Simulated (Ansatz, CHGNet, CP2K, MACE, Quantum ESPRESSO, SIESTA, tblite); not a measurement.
## Twisted Zr2CO2 MXene bilayer, 38.21° (70 atoms): one structure in several programs

Wanted: errors and costs of other methods on twisted Zr2CO2 MXene bilayer, 38.21° (70 atoms). A plane-wave run serves as the reference.

Calculated with Quantum ESPRESSO 7.5; Kohn-Sham DFT, PBE, SSSP efficiency 1.3.0 pseudopotentials, plane waves.

### 1. Starting point

The cell holds 70 atoms: 14 C, 28 Zr and 28 O. Its edges and angles: a = 8.757 Å, b = 8.757 Å, c = 28.150 Å, α = 90.0°, β = 90.0°, γ = 120.0°. It derives from Zr2CO2 (Zr2CO2 MXene). Zr2CO2 MXene (a = 3.31 Å) under Zr2CO2 MXene (a = 3.31 Å), bilayer, commensurate cell of 7 unit cells a layer, twist 38.21 deg; facing planes 2.95 Å apart; 16 Å of vacuum; layers as built, displaced by a Gaussian of 0.01 Å. Then every atom was moved at random, 0.02 Å r.m.s. a Cartesian component. Regions: layer 1, 35 atoms (7 C, 14 Zr and 14 O); layer 2, 35 atoms (7 C, 14 Zr and 14 O). Vacuum lies along c.

### 2. Reference: Quantum ESPRESSO, plane waves

File pw.in:

```
&control
  calculation = 'scf'
  pseudo_dir = './pseudo'
  outdir = './tmp'
  disk_io = 'none'
  tprnfor = .true.
/
&system
  ibrav = 0
  nat = 70
  ntyp = 3
  ecutwfc = 60
  ecutrho = 480
  nosym = .true.
  occupations = 'smearing'
  smearing = 'fd'
  degauss = 0.003675
/
&electrons
  conv_thr = 3.5e-07
  electron_maxstep = 100
  mixing_beta = 0.4
  mixing_mode = 'local-TF'
  diagonalization = 'david'
/
ATOMIC_SPECIES
C 12.011 C.upf
Zr 91.224 Zr.upf
O 15.999 O.upf
CELL_PARAMETERS angstrom
8.75740 0.00000 0.00000
-4.37870 7.58413 0.00000
0.00000 0.00000 28.15000
ATOMIC_POSITIONS crystal
C 0.99612 0.99999 0.36525
Zr 0.19331 0.24016 0.41364
Zr 0.23848 0.04875 0.31809
O 0.23698 0.04672 0.44869
O 0.18665 0.23500 0.28356
C 0.14308 0.43010 0.36528
Zr 0.32933 0.66853 0.41380
Zr 0.38058 0.47341 0.31745
O 0.37410 0.47322 0.44673
O 0.32850 0.66889 0.28443
C 0.29065 0.85749 0.36651
Zr 0.47736 0.09719 0.41366
[... 54 atom lines left out ...]
Zr 0.12949 0.88260 0.68250
Zr 0.17587 0.11853 0.58476
O 0.17668 0.12228 0.71497
O 0.13004 0.88231 0.55190
K_POINTS gamma
```

Started as:

```sh
$ OMP_NUM_THREADS=1 mpirun -np 2 pw.x -in pw.in > output.txt
```

What it wrote:

```text
Program PWSCF
     gamma-point specific algorithms are used
     Parallelization info
     sticks:   dense  smooth     PW     G-vecs:    dense   smooth      PW
     Min        4527    2253    567              1120393   396047   49580
     Max        4528    2254    568              1120396   396090   49593
     Sum        9055    4507   1135              2240789   792137   99173
     bravais-lattice index     =            0
     lattice parameter (alat)  =      16.5491  a.u.
     unit-cell volume          =   12616.9957 (a.u.)^3
     number of atoms/cell      =           70
     number of atomic types    =            3
     number of electrons       =       560.00
     number of Kohn-Sham states=          336
     kinetic-energy cutoff     =      60.0000  Ry
[... lines left out ...]
     scf convergence threshold =      3.5E-07
[... lines left out ...]
     number of k points=     1  Fermi-Dirac smearing, width (Ry)=  0.0037
[... lines left out ...]
     total energy              =   -4207.91037145 Ry
[... lines left out ...]
     total energy              =   -4206.90650547 Ry
[... lines left out ...]
     total energy              =   -4208.46110962 Ry
[... lines left out ...]
     c_bands:  3 eigenvalues not converged
[... lines left out ...]
     total energy              =   -4208.52851644 Ry
[... lines left out ...]
     total energy              =   -4208.52851812 Ry
     estimated scf accuracy    <       0.00000040 Ry
     iteration # 25     ecut=    60.00 Ry     beta= 0.40
     negative rho (up, down):  1.809E+00 0.000E+00
     End of self-consistent calculation
          k = 0.0000 0.0000 0.0000 ( 49587 PWs)   bands (ev):
   -45.8590 -45.7761 -45.7453 -45.7280 -45.7274 -45.7034 -45.7017 -45.6874
   -45.6832 -45.6650 -45.6492 -45.6467 -45.6372 -45.6286 -45.6265 -45.6220
   -45.6191 -45.5720 -45.5594 -45.5538 -45.5510 -45.5467 -45.4974 -45.4765
[...]
6.6129   6.6376   6.6631   6.6725   6.6940   6.7073   6.9550   6.9779
     7.0256   7.0458   7.0738   7.0937   7.1056   7.1364   7.1653   7.1808
     the Fermi energy is     3.7643 ev
!    total energy              =   -4208.52851863 Ry
     estimated scf accuracy    <       0.00000015 Ry
     smearing contrib. (-TS)   =      -0.00000031 Ry
     internal energy E=F+TS    =   -4208.52851831 Ry
     The total energy is F=E-TS. E is the sum of the following terms:
     one-electron contribution =  -36668.36108026 Ry
     hartree contribution      =   18448.95723822 Ry
     xc contribution           =    -772.50354776 Ry
     ewald contribution        =   15136.28119475 Ry
     one-center paw contrib.   =    -352.90232326 Ry
     convergence has been achieved in  25 iterations
     negative rho (up, down):  1.809E+00 0.000E+00
     Forces acting on atoms (cartesian axes, Ry/au):
     atom    1 type  1   force =     0.02224201    0.00685289    0.01321378
     atom    2 type  2   force =    -0.01136467   -0.00905586    0.03824367
     atom    3 type  2   force =    -0.00587546   -0.01680152   -0.05088432
[...]
atom   69 type  3   force =     0.01312748   -0.00577428    0.00328171
     atom   70 type  3   force =     0.00409576   -0.00372229    0.00404239
     Total force =     0.254827     Total SCF correction =     0.001354
     Message from routine punch:
     Nothing written, as per user request (disk_io='none')
```

Run time: 19 min. Hardware: 2 MPI ranks of Intel Xeon Platinum 8375C at 2.90GHz (Ice Lake), shared host; peak memory 5.9 GiB.

Banners, paths, timers and routine set-up lines are dropped from the logs unmarked, and long logs keep their key lines alone; longer cuts are marked.

Numbers from this run:

```
r.m.s. force component                           : 0.4521 eV/Å
longest force                                    : 1.87 eV/Å
gap (highest filled to lowest empty level) : 1.422 eV
```

### 3. The ladder

The programs:
- CHGNet: machine-learned potential, published weights.
- MACE: machine-learned potential, published weights.
- SIESTA 5.4.2: numerical atomic orbitals, whose automatically made sets are far from complete, with PseudoDojo norm-conserving potentials that we converted to its format (checked against plane waves on the same files for H, C, O, Si, Ge and Ca alone); labels give functional, basis size, energy shift and mesh cutoff.
- tblite 0.8.0: extended tight binding, driven from Python.

All use the same cell and atoms; the electronic-structure runs use the same k-mesh, and an electronic temperature of 580 K (0.05 eV) where levels are smeared.

Differences are against the plane-wave reference, forces as r.m.s. over components; share is that over the reference's r.m.s. force, slope the least-squares factor from reference forces to these. Total energies of different programs have different zeros and aren't compared.

| run | Δ force, r.m.s. (meV/Å) | share (%) | slope | Δ gap (eV) | cores | CPU time | memory (GiB) |
| --- | --- | --- | --- | --- | --- | --- | --- |
| reference | - | - | - | - | 2 | 39 min | 5.9 |
| CHGNet r2SCAN potential | 374 | 82.6 | 0.238 | - | 1 | 5.5 s | 0.89 |
| MACE MP-0b2 small potential | 484 | 107 | 0.182 | - | 1 | 11 s | 0.67 |
| MACE MP-0b3 medium potential | 282 | 62.5 | 0.481 | - | 1 | 11 s | 0.98 |
| SIESTA PBE, DZP, shift 0.01 Ry, mesh 500 Ry | 107 | 23.7 | 0.976 | -0.144 | 2 | 7.8 min | 2.2 |
| tblite GFN1-xTB | 552 | 122 | 1.305 | - | 1 | 20 s | 0.14 |

Times of the machine-learned potentials are mostly Python's start and the loading of weights.

CPU time is summed over cores on a shared host, where runs went side by side, so it is rough. Symmetry, cutoffs, thresholds, outputs and thread counts weren't matched or tuned between programs; memory under MPI is the largest rank's times the ranks.

Runs without a result: CP2K PBE, DZVP-MOLOPT-SR, 600/50 Ry, OT CG (cut off at its time limit of 15 min); CP2K PBE, DZVP-MOLOPT-SR, 210/50 Ry, OT CG (cut off at its time limit of 6.8 min).

A second geometry, displaced anew (every atom was moved at random, 0.06 Å r.m.s. a Cartesian component), gives an energy difference that all programs can be tested on. The reference puts it at 47.53 meV/atom.

| run | energy less the first geometry's (meV/atom) | error (meV/atom) | force share at the second geometry (%) |
| --- | --- | --- | --- |
| SIESTA PBE, DZP, shift 0.01 Ry, mesh 500 Ry | 51.93 | 4.40 | 16.5 |
| tblite GFN1-xTB | 17.28 | -30.3 | 84.2 |
| MACE MP-0b3 medium potential | 42.29 | -5.25 | 37.2 |
| MACE MP-0b2 small potential | 41.78 | -5.75 | 55.2 |
| CHGNet r2SCAN potential | 25.84 | -21.7 | 56.1 |

### 4. Summary of results

- reference r.m.s. force component: 0.452 eV/Å
- nearest in forces: SIESTA PBE, DZP, shift 0.01 Ry, mesh 500 Ry, 24 %
- farthest in forces: tblite GFN1-xTB, 122 %
- cheapest electronic-structure run beside the reference: tblite GFN1-xTB, 20 s of CPU time

**Reading.** The PBE run in local orbitals differs by 24 % (SIESTA PBE, DZP, shift 0.01 Ry, mesh 500 Ry); basis, grid and potentials can all enter. Tight binding differs by 122 % (tblite GFN1-xTB); it is another model, with fitted parameters of its own, and the xTB methods hold dispersion. Machine-learned potentials differ by 62 % (MACE MP-0b3 medium potential) to 107 % (MACE MP-0b2 small potential); they were trained on other programs' data, some at another functional. Among those trained on PBE data the slope goes as low as 0.18, with a correlation of 0.26, so directions differ as well as sizes. tblite GFN1-xTB needed 75 SCF steps, so its time overstates the method's usual cost. Of the electronic-structure runs that take under half the reference's CPU time, SIESTA PBE, DZP, shift 0.01 Ry, mesh 500 Ry comes nearest, at 24 % in 7.8 min against 39 min. At the same functional, the gap of SIESTA PBE, DZP, shift 0.01 Ry, mesh 500 Ry lies 0.14 eV below the reference's 1.42 eV. These are spacings on the run's k-points, which needn't hold the band edges. The energy difference between the two geometries, 47.5 meV/atom in the reference, is met best by SIESTA PBE, DZP, shift 0.01 Ry, mesh 500 Ry (+4.4) and worst by tblite GFN1-xTB (-30.3). In the reference: filled and empty levels are parted by 1.42 eV on the run's k-points; the mesh holds the band edges only if they fold onto it, so the gap at this level can be narrower or closed, while semilocal functionals tend to narrow gaps against experiment. Periodic xTB results under one method name differ between programs and library versions. Machine-learned potentials mimic data converged in k, so the reference's own k-point error enters their differences. The reference's PBE has no dispersion term, which matters for the binding between molecules or layers. The electronic-structure runs sample only Γ, in a cell whose shortest periodic width is 8 Å.

[Also dropped from logs without a mark: logging warnings of Python, and SIESTA's first energy breakdown and zero terms.]

[Logs are printed without paths, hosts, clocks, repeated set-up lines and the standing remarks that a program may print on its own settings, such as how far it seeks lower states.]

[Hosts, paths, dates, database ids (printed as entryN), source tags and the programs' standing remarks are cut or masked in the printed files.]
